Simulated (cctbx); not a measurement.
# Accept or mend?

Cell a = 7.5820 Å, b = 4.7570 Å, c = 8.2120 Å, α = 90.00°, β = 90.00°, γ = 90.00°; space group Pnma (no. 62). The compound is CaSbW.

Simulated single-crystal data (cctbx): Mo Kα, λ = 0.71073 Å, to d = 0.7 Å, 50 % of the full sphere, strongest reflection 20000 counts, noise from counting, a 2 % proportional error and a noise floor of 15 counts (s.d.); no absorption, and some extinction, which the refinements don't model.

An anisotropic refinement with weights 1/σ² prints:

```text
Rint 0.027, 489 unique reflections to 0.70 A
cycle     R1     wR2    GooF  max shift (A)
   1  0.0256  0.0494   1.703   0.00101
   2  0.0190  0.0340   1.171   0.00000
final R1 0.0190 wR2 0.0340 GooF 1.171  parameters 18  data/parameter 27.2
atom        x        y        z      Ueq    occ   su(xyz)  su(Uiso or U11)
W1     0.19620  0.75000  0.08632   0.0035  1.000  0.00004  0.0001
Sb1    0.81716  0.75000  0.08753   0.0038  1.000  0.00006  0.0002
Ca1    0.51163  0.25000  0.20052   0.0030  1.000  0.00019  0.0005
difference map: max 1.80 min -2.37 rms 0.52
Q1    0.2564  0.2500  0.0066    4    2.00  0.95 A from Sb1
Q2    0.1962  0.2500  0.1162    4    1.85  1.68 A from Sb1
Q3    0.2514  0.2500  0.4102    4    1.76  1.50 A from W1
Q4    0.1005  0.2500  0.7858    4    1.61  1.21 A from Sb1
Q5    0.1168  0.2500  0.3408    4    1.55  0.87 A from Ca1
Q6    0.1037  0.6390  0.1597    8    1.52  1.06 A from W1
```

Q: Accept it or mend it, and why?

It can stand. The set-up had a fault (anomalous dispersion left out), but the figures of merit move little: R1 = 0.0190, wR2 = 0.0340, GooF = 1.17 against R1 = 0.0181, wR2 = 0.0327, GooF = 1.13 for the right model.

The compound is CaSbW. The right model at the same level gives:

```text
Rint 0.027, 489 unique reflections to 0.70 A
cycle     R1     wR2    GooF  max shift (A)
   1  0.0223  0.0432   1.488   0.00135
   2  0.0181  0.0327   1.128   0.00000
final R1 0.0181 wR2 0.0327 GooF 1.128  parameters 18  data/parameter 27.2
atom        x        y        z      Ueq    occ   su(xyz)  su(Uiso or U11)
W1     0.19623  0.75000  0.08631   0.0035  1.000  0.00004  0.0001
Sb1    0.81714  0.75000  0.08752   0.0030  1.000  0.00006  0.0002
Ca1    0.51173  0.25000  0.20049   0.0044  1.000  0.00018  0.0005
difference map: max 1.71 min -2.38 rms 0.48
Q1    0.1795  0.2500  0.7820    4    1.96  1.07 A from Sb1
Q2    0.1170  0.2500  0.3315    4    1.79  0.84 A from Ca1
Q3    0.2414  0.7500  0.5129    4    1.51  1.00 A from Sb1
Q4    0.2088  0.2500  0.1204    4    1.47  1.72 A from Sb1
Q5    0.1000  0.6463  0.1588    8    1.44  1.06 A from W1
Q6    0.0122  0.5971  0.9040    8    1.37  1.83 A from Ca1
```

The model was made for the exercise: a known structure type with other elements put in, its volume estimated, not relaxed; displacement parameters are assumed.

[Middle refinement cycles are left out of these outputs.]

[Logs are printed without paths, hosts, clocks, repeated set-up lines and the standing remarks that a program may print on its own settings, such as how far it seeks lower states.]
